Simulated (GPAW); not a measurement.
# Work function of Mo2NCl2 MXene monolayer at several levels, part 2 of 2

How far do functional and basis move the work function of Mo2NCl2 MXene monolayer?

GPAW 26.7.0; GPAW, PAW setups; layer in a repeated cell with vacuum, relaxation of atoms and in-plane cell (the session's first sound run).

So far, upper work function (eV): step 3 (the slab's potential, PBE, GPAW) 4.31; step 5 (self-consistent run: xc = "LDA") 4.58; step 6 (OptPBE vdW: xc = "optPBE-vdW", GPAW, PAW setups, GPAW) 4.58; step 7 (self-consistent run: xc = "vdW-DF2", GPAW, PAW setups, GPAW) 4.81; step 8 (self-consistent run: xc = "revPBE") 4.20.

## (9) Real-space grid: mode = "fd"

Level of this step: GPAW, PAW setups; slab in vacuum (GPAW).

A real-space grid is a second complete basis, so it checks the plane-wave result.

The input, run.py:

```python
import json
import numpy as np
from ase import Atoms
from gpaw import GPAW

slab = Atoms(
    ['Cl', 'Mo', 'N', 'Mo', 'Cl'],
    positions=[
        [0.00000, 1.71554, 8.00000],
        [1.48571, 0.85778, 9.82797],
        [0.00000, 0.00000, 11.20270],
        [-0.00000, 1.71554, 12.57741],
        [1.48571, 0.85778, 14.40538]],
    cell=[[2.97142, 0.0, 0.0], [-1.48571, 2.57332, 0.0], [0.0, 0.0, 22.4054]],
    pbc=[True, True, False])

slab.calc = GPAW(mode='fd', h=0.18, xc='PBE', kpts={'size': (12, 12, 1), 'gamma': True},
                 occupations={'name': 'fermi-dirac', 'width': 0.05}, nbands='160%',
                 convergence={'density': 1e-05}, maxiter=200,
                 poissonsolver={'dipolelayer': 'xy'},
                 symmetry={'tolerance': 1e-3}, txt='slab.txt')
result = {}
energy = slab.get_potential_energy()
fermi = slab.calc.get_fermi_level()
v = slab.calc.get_electrostatic_potential().mean((0, 1)) - fermi
n = slab.calc.get_pseudo_density().mean((0, 1))
L = slab.cell[2, 2]
z = np.arange(len(v)) * L / len(v)
low, high = slab.positions[:, 2].min(), slab.positions[:, 2].max()
below, above = np.interp([low - 5.8, high + 5.8], z, v)
slopes = [np.interp(x, z, np.gradient(v, z)) for x in (low - 5.8, high + 5.8)]
eps = np.array([[slab.calc.get_eigenvalues(k, s) for k in range(len(slab.calc.get_ibz_k_points()))]
                for s in range(slab.calc.get_number_of_spins())]) - fermi
top, bottom = eps[eps < 0].max(), eps[eps > 0].min()
dipole = slab.get_dipole_moment()[2]
print(f'energy {energy:.4f} eV, Fermi level {fermi:.4f} eV, dipole {dipole:.5f} e A')
print(f'potential 5.8 A off the faces, from the Fermi level: lower {below:.4f} eV, upper {above:.4f} eV')
print(f'slope of the potential there: lower {slopes[0]:.5f}, upper {slopes[1]:.5f} eV/A')
print(f'nearest levels on the mesh: {top:.4f} and {bottom:.4f} eV')
print('magnetic moment', round(slab.get_magnetic_moment(), 3))
result.update(energy=energy, fermi=fermi, dipole=dipole, below=below, above=above, slopes=slopes, edges=[top, bottom],
              z=z.tolist(), v=v.tolist(), n=n.tolist(), positions=slab.positions.tolist(),
              forces=slab.get_forces(apply_constraint=False).tolist(), moments=slab.get_magnetic_moments().tolist())
json.dump(result, open('result.json', 'w'))
```

Started as:

```bash
$ OMP_NUM_THREADS=1 OPENBLAS_NUM_THREADS=1 python run.py
```

The program printed:

```text
energy -35.8763 eV, Fermi level -4.3037 eV, dipole -0.00026 e A
potential 5.8 A off the faces, from the Fermi level: lower 4.3001 eV, upper 4.3072 eV
slope of the potential there: lower -0.00000, upper 0.00000 eV/A
nearest levels on the mesh: -0.0645 and 0.0087 eV
magnetic moment 0.0
```

Elapsed: 3.7 min, on 1 thread of Arm Neoverse V1, shared host; peak memory 0.71 GiB.

Numbers from this step:

```
dipole along the normal                    : -2.57e-4 e·Å
levels nearest the Fermi level on the mesh : -0.06454, 0.008741 eV from the Fermi level
upper work function                        : 4.307 eV
lower work function                        : 4.300 eV
```

The upper face's work function is 4.307 eV, against 4.311 eV in the first plane-wave PBE run at this geometry.

## (10) Atomic orbitals: mode = "lcao"

Atom-centred orbitals end a few angstrom from the surface, which tests how much the density's tail matters.

Edit run.py of step 9 so:

```diff
@@ -16,4 +16,4 @@
 
-slab.calc = GPAW(mode='fd', h=0.18, xc='PBE', kpts={'size': (12, 12, 1), 'gamma': True},
-                 occupations={'name': 'fermi-dirac', 'width': 0.05}, nbands='160%',
+slab.calc = GPAW(mode='lcao', basis='dzp', h=0.18, xc='PBE', kpts={'size': (12, 12, 1), 'gamma': True},
+                 occupations={'name': 'fermi-dirac', 'width': 0.05}, nbands='120%',
                  convergence={'density': 1e-05}, maxiter=200,
```

The program printed:

```text
energy -33.6149 eV, Fermi level -4.3663 eV, dipole -0.00026 e A
potential 5.8 A off the faces, from the Fermi level: lower 4.3628 eV, upper 4.3699 eV
slope of the potential there: lower 0.00000, upper 0.00000 eV/A
nearest levels on the mesh: -0.0818 and 0.0178 eV
magnetic moment 0.0
```

The job ended after 6.4 min (1 thread; peak memory 0.33 GiB).

This step gave:

| Item | Value |
| --- | --- |
| levels nearest the Fermi level on the mesh | -0.08180, 0.01780 eV from the Fermi level |
| upper work function | 4.370 eV |
| lower work function | 4.363 eV |

The upper face's work function is 4.370 eV, against 4.311 eV in the first plane-wave PBE run at this geometry.

## (11) The ladder

Times are for 1 thread of Arm Neoverse V1, shared host. The series side by side:

```tsv
no.	run	upper work function (eV)	lower work function (eV)	time	memory (GiB)
1	pw	4.311	4.304	59 s	0.24
2	RPBE	4.207	4.200	60 s	0.24
3	LDA	4.576	4.569	58 s	0.24
4	optPBE vdW	4.580	4.573	73 s	0.4
5	vdW DF2	4.807	4.799	88 s	0.41
6	revPBE	4.202	4.195	59 s	0.25
7	fd	4.307	4.300	3.7 min	0.71
8	lcao	4.370	4.363	6.4 min	0.33
```

## (12) Side by side

Results and costs are gathered.

This step: comparison of work functions, dipole and cost (GPAW 26.7.0).

Ladder, by row:

```tsv
step	code	work function, upper (eV)	work function, lower (eV)	dipole (e Å)	wall time (s)	peak memory (GiB)	threads
pw	GPAW	4.311	4.304	-2.24e-4	58.91	0.24	1
RPBE	GPAW	4.207	4.2	-2.24e-4	60.02	0.24	1
LDA	GPAW	4.576	4.569	-2.25e-4	58.36	0.24	1
optPBE-vdW	GPAW	4.58	4.573	-2.23e-4	72.91	0.4	1
vdW-DF2	GPAW	4.807	4.799	-2.22e-4	88.2	0.41	1
revPBE	GPAW	4.202	4.195	-2.24e-4	59.08	0.25	1
fd	GPAW	4.307	4.3	-2.57e-4	221.2	0.71	1
lcao	GPAW	4.37	4.363	-2.57e-4	385.7	0.33	1
```

## (13) A changed run

One more run, with changed settings.

This step: GPAW, PAW setups; slab in vacuum (GPAW 26.7.0).

Edit run.py of step 10 so:

```diff
@@ -3,3 +3,3 @@
 from ase import Atoms
-from gpaw import GPAW
+from gpaw import GPAW, PW
 
@@ -16,5 +16,5 @@
 
-slab.calc = GPAW(mode='lcao', basis='dzp', h=0.18, xc='PBE', kpts={'size': (12, 12, 1), 'gamma': True},
-                 occupations={'name': 'fermi-dirac', 'width': 0.05}, nbands='120%',
-                 convergence={'density': 1e-05}, maxiter=200,
+slab.calc = GPAW(mode=PW(500), xc='PBE', kpts={'size': (1, 1, 1), 'gamma': True},
+                 occupations={'name': 'fermi-dirac', 'width': 0.05}, nbands='160%',
+                 convergence={'density': 1e-05}, maxiter=50,
                  poissonsolver={'dipolelayer': 'xy'},
```

The program printed:

```text
energy -19.0964 eV, Fermi level 1.8970 eV, dipole -0.00023 e A
potential 5.8 A off the faces, from the Fermi level: lower 4.5516 eV, upper 4.5587 eV
slope of the potential there: lower -0.00005, upper 0.00005 eV/A
nearest levels on the mesh: -0.5842 and 0.0000 eV
magnetic moment 0.0
```

Wall time 5.9 s (1 thread); peak memory 0.18 GiB.

The run finished. A setting was moved off its sound value on purpose, so it serves as a test and not as the result.

The fault put into the input: one k-point (kpts = [1, 1]).

The two runs compared:

```tsv
quantity	this run	sound run	difference
upper work function (eV)	4.5587	4.3115	0.247
lower work function (eV)	4.5516	4.3044	0.247
```

The two runs differ clearly in the lower work function: 4.55 eV against 4.30 eV.

## (14) Results

| Quantity | Value |
| --- | --- |
| work function, upper and lower face | 4.311 and 4.304 eV |
| dipole along the normal | -2.2e-4 e Å, near the numerical noise |

**Reading.** With plane waves and PBE the work function is 4.31 eV on the upper face and 4.30 eV on the lower. Over the sound runs of the table the upper face's work function spans 4.202 (revPBE) to 4.807 eV (vdW-DF2). The small printed dipole stands for a step of 5.3 meV from the lower to the upper face, and the probes find 7.1 meV; values this small are near the numerical noise of both. The cell holds an odd number of electrons, so without spin polarisation it must come out metallic and without a moment, whatever its true state. The layer's cell and atoms come from the relaxation; spin-orbit coupling and temperature are left out.

[Logs are printed without paths, hosts, clocks, repeated set-up lines and the standing remarks that a program may print on its own settings, such as how far it seeks lower states.]

[Hosts, paths, dates, database ids (printed as entryN), source tags and the programs' standing remarks are cut or masked in the printed files.]
